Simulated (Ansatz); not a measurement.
# PPtPb (built on the sites of a database entry of SrSbPt): the cell at rest

Wanted: the relaxed cell of PPtPb (built on the sites of a database entry of SrSbPt).

Calculated with Ansatz 0.2.0; DFT LDA, scalar-relativistic, plane waves, PAW.

Most raw output is cut from this account.

The structure was built from a prototype and need not be the compound's stable phase.

## Step 1: Starting point

The structure is hexagonal, space group P-6m2 (No. 187). Conventional cell: a = 3.830 Å, b = 3.830 Å, c = 3.943 Å, α = 90.00°, β = 90.00°, γ = 120.00°. Nearest to Pb lie 6 Pt at 2.96 Å and 6 P at 2.96 Å. Nearest to P lie 3 Pt at 2.21 Å and 6 Pb at 2.96 Å. Nearest to Pt lie 3 P at 2.21 Å and 6 Pb at 2.96 Å. Farther neighbours are not listed.

As a file:

```cif
data_structure
_symmetry_space_group_name_H-M 'P 1'
_symmetry_Int_Tables_number 1
_cell_length_a 3.8302
_cell_length_b 3.8302
_cell_length_c 3.9431
_cell_angle_alpha 90.000
_cell_angle_beta 90.000
_cell_angle_gamma 120.000
_cell_volume 50.10
loop_
_atom_site_label
_atom_site_type_symbol
_atom_site_fract_x
_atom_site_fract_y
_atom_site_fract_z
_atom_site_occupancy
Pb1 Pb 0.00000 0.00000 0.00000 1
P2 P 0.66667 0.33333 0.50000 1
Pt3 Pt 0.33333 0.66667 0.50000 1
```

## Step 2: Probe on a coarse mesh

A quick single point on a coarse mesh tells whether the cell has a gap and how far it is from rest, which sets the k mesh and smearing that follow.

Input file input.yaml:

```yaml
crystal:
  lattice:
    - [3.8302, 0.0, 0.0]
    - [-1.9151, 3.31705, 0.0]
    - [0.0, 0.0, 3.94306]
  atoms:
    - { symbol: Pb, position: [0.0, 0.0, 0.0] }
    - { symbol: P, position: [0.66666667, 0.33333333, 0.5] }
    - { symbol: Pt, position: [0.33333333, 0.66666667, 0.5] }
kpoints:
  mp_grid: { grid: [6, 6, 4] }
hamiltonian:
  xc: lda
scf:
  occupations: { method: gaussian, width: 0.1 }
output:
  forces: true
  stress: true
  eigenvalues: true
```

Started as:

```console
$ ansatz run input.yaml --threads 8 --pin off --max-ram 14336MiB --backend cpu --events-out ev --progress --plain --runs-dir out
```

Elapsed: 0.52 s, on 8 threads of Arm Neoverse V2, shared host; peak memory 0.38 GiB.

Numbers from this step:

```yaml
pressure: 35.43 GPa
volume_per_atom: 16.70 Å³
gap_on_the_k_mesh: 0 eV
```

The coarse mesh shows no gap and a pressure of 35.4 GPa.

## Step 3: Coarse relaxation

The start is far from rest, so a relaxation with loose tolerances brings it close first.

input.yaml, as its differences from that of step 2:

```diff
@@ -10,3 +10,3 @@
 kpoints:
-  mp_grid: { grid: [6, 6, 4] }
+  mp_grid: { grid: [6, 6, 6] }
 hamiltonian:
@@ -19 +19,6 @@
   eigenvalues: true
+relax:
+  adjacent_minimum: "off"
+  f_tol: 0.05
+  max_steps: 80
+  cell: { stress_tol: 0.5 }
```

It took 4.2 s on 8 threads; peak memory 0.47 GiB; 27 s of CPU time.

Step by step:

| step | energy less that of the first step (eV) | largest force component (eV/Å) | pressure (GPa) | volume (Å³) |
| --- | --- | --- | --- | --- |
| 1 | 0.0000 | 0.0000 | 35.18 | 50.10 |
| 2 | -0.8361 | 0.0000 | 9.46 | 56.50 |
| 3 | -0.9684 | 0.0000 | 2.16 | 59.73 |
| 4 | -0.9881 | 0.0000 | -0.08 | 61.14 |
| 5 | -0.9897 | 0.0000 | 0.14 | 61.22 |
| 6* | -1.0021 | 0.0000 | 0.48 | 61.22 |
| 7 | -1.0033 | 0.0000 | 0.03 | 61.59 |
| 8* | -1.0034 | 0.0000 | 0.03 | 61.59 |

Relaxation steps marked * repeat the geometry before them on a plane-wave basis chosen anew for their cell, so energy and pressure can jump there.

Forces are held to the 12 operations that the run works with; a distortion that breaks them can't arise in this run.

| cell as run | before | after | change |
| --- | --- | --- | --- |
| a (Å) | 3.830 | 3.983 | +4.0 % |
| b (Å) | 3.830 | 3.983 | +4.0 % |
| c (Å) | 3.943 | 4.483 | +13.7 % |
| volume (Å³/atom) | 16.70 | 20.53 | +22.9 % |

Final coordinates:

```cif
data_structure
_symmetry_space_group_name_H-M 'P 1'
_symmetry_Int_Tables_number 1
_cell_length_a 3.9827
_cell_length_b 3.9827
_cell_length_c 4.4832
_cell_angle_alpha 90.000
_cell_angle_beta 90.000
_cell_angle_gamma 120.000
_cell_volume 61.59
loop_
_atom_site_label
_atom_site_type_symbol
_atom_site_fract_x
_atom_site_fract_y
_atom_site_fract_z
_atom_site_occupancy
Pb1 Pb 0.00000 0.00000 0.00000 1
P2 P 0.66667 0.33333 0.50000 1
Pt3 Pt 0.33333 0.66667 0.50000 1
```

Numbers from this step:

| Quantity | Value |
| --- | --- |
| pressure | 0.02892 GPa |
| volume per atom | 20.53 Å³ |

In this step the volume went from 16.70 to 20.53 Å³/atom.

## Step 4: Relaxation

Harmonic phonons are second derivatives at a point where the forces vanish, and they are wanted at zero stress, so atoms and cell are relaxed first.

input.yaml, the sections that differ from step 3:

```yaml
crystal:
  lattice:
    - [3.9827288631, 0.0, 0.0]
    - [-1.9913644315, 3.4491443718, 0.0]
    - [0.0, 0.0, 4.4832097882]
  atoms:
    - { symbol: Pb, position: [0.0, 0.0, 0.0] }
    - { symbol: P, position: [0.6666666667, 0.3333333333, 0.5] }
    - { symbol: Pt, position: [0.3333333333, 0.6666666667, 0.5] }
kpoints:
  mp_grid: { grid: [12, 12, 8] }
relax:
  adjacent_minimum: "off"
  f_tol: 0.005
  max_steps: 80
  cell: { stress_tol: 0.05 }
# hamiltonian, scf, output: as in step 3
```

Run time: 7.6 s. Hardware: 8 threads; peak memory 0.56 GiB.

Relaxation path:

| step | energy less that of the first step (eV) | largest force component (eV/Å) | pressure (GPa) | volume (Å³) |
| --- | --- | --- | --- | --- |
| 1 | 0.0000 | 0.0000 | 0.28 | 61.59 |
| 2 | -0.0013 | 0.0000 | -0.35 | 62.09 |
| 3 | -0.0015 | 0.0000 | 0.25 | 61.94 |
| 4 | -0.0017 | 0.0000 | 0.00 | 62.00 |
| 5* | -0.0018 | 0.0000 | 0.00 | 62.00 |

Relaxation steps marked * repeat the geometry before them on a plane-wave basis chosen anew for their cell, so energy and pressure can jump there.

Forces are held to the 12 operations that the run works with; a distortion that breaks them can't arise in this run.

| conventional cell, symmetrised | before | after | change |
| --- | --- | --- | --- |
| a (Å) | 3.983 | 3.973 | -0.2 % |
| b (Å) | 3.983 | 3.973 | -0.2 % |
| c (Å) | 4.483 | 4.536 | +1.2 % |
| volume (Å³/atom) | 20.53 | 20.67 | +0.7 % |

The relaxed structure:

```xyz
3
Lattice="3.9728 0.0000 0.0000 -1.9864 3.4405 0.0000 0.0000 0.0000 4.5363" Properties=species:S:1:pos:R:3 pbc="T T T"
Pb    0.0000    0.0000    0.0000
P     1.9864    1.1468    2.2681
Pt    0.0000    2.2937    2.2681
```

Numbers from this step:

* pressure: -0.001218 GPa
* volume per atom: 20.67 Å³

In this step the volume went from 20.53 to 20.67 Å³/atom.

## Step 5: Relaxing to small forces for the phonons

Phonons need a cell at rest on their own settings, so the relaxation is repeated with tight tolerances on forces and stress on the k mesh and occupations of the first response run.

input.yaml, the sections that differ from step 4:

```yaml
crystal:
  lattice:
    - [3.972783842, 0.0, 0.0]
    - [-1.986391921, 3.440531731, 0.0]
    - [0.0, 0.0, 4.5362563918]
  atoms:
    - { symbol: Pb, position: [0.0, 0.0, 0.0] }
    - { symbol: P, position: [0.6666666667, 0.3333333333, 0.5] }
    - { symbol: Pt, position: [0.3333333333, 0.6666666667, 0.5] }
scf:
  occupations: { method: methfessel_paxton, width: 0.15 }
relax:
  adjacent_minimum: "off"
  f_tol: 0.001
  max_steps: 60
  cell: { stress_tol: 0.01 }
# kpoints, hamiltonian, output: as in step 4
```

It took 5 s on 8 threads; peak memory 0.56 GiB.

Little changed from the start: no atom moved by 0.005 Å and no cell edge by 0.1 %.

This step gave:

```
pressure : -0.003524 GPa
```

The forces vanish by symmetry and the pressure is -0.004 GPa, within the tolerances set. The cell now holds 20.67 Å³/atom.

## Step 6: What came out

```json
{
 "space group after relaxation (within 0.01 Å)": "P-6m2",
 "lattice constant a": "3.973 Å",
 "lattice constant b": "3.973 Å",
 "lattice constant c": "4.537 Å",
 "volume per atom": "20.7 Å³"
}
```

What this shows: The forces vanish by symmetry and the pressure is -0.004 GPa, within the tolerances set. The cell now holds 20.67 Å³/atom. The relaxation keeps the symmetry of its start, so it says nothing on stability against lower symmetry. The runs are without spin polarisation, although the cell has an odd electron count. Spin-orbit coupling is left out, which can matter for the heavy elements here. The starting cell was built on a prototype and not taken from a measurement, so the phase need not exist.

[Logs are printed without paths, hosts, clocks, repeated set-up lines and the standing remarks that a program may print on its own settings, such as how far it seeks lower states.]

[Hosts, paths, dates, database ids (printed as entryN), source tags and the programs' standing remarks are cut or masked in the printed files.]
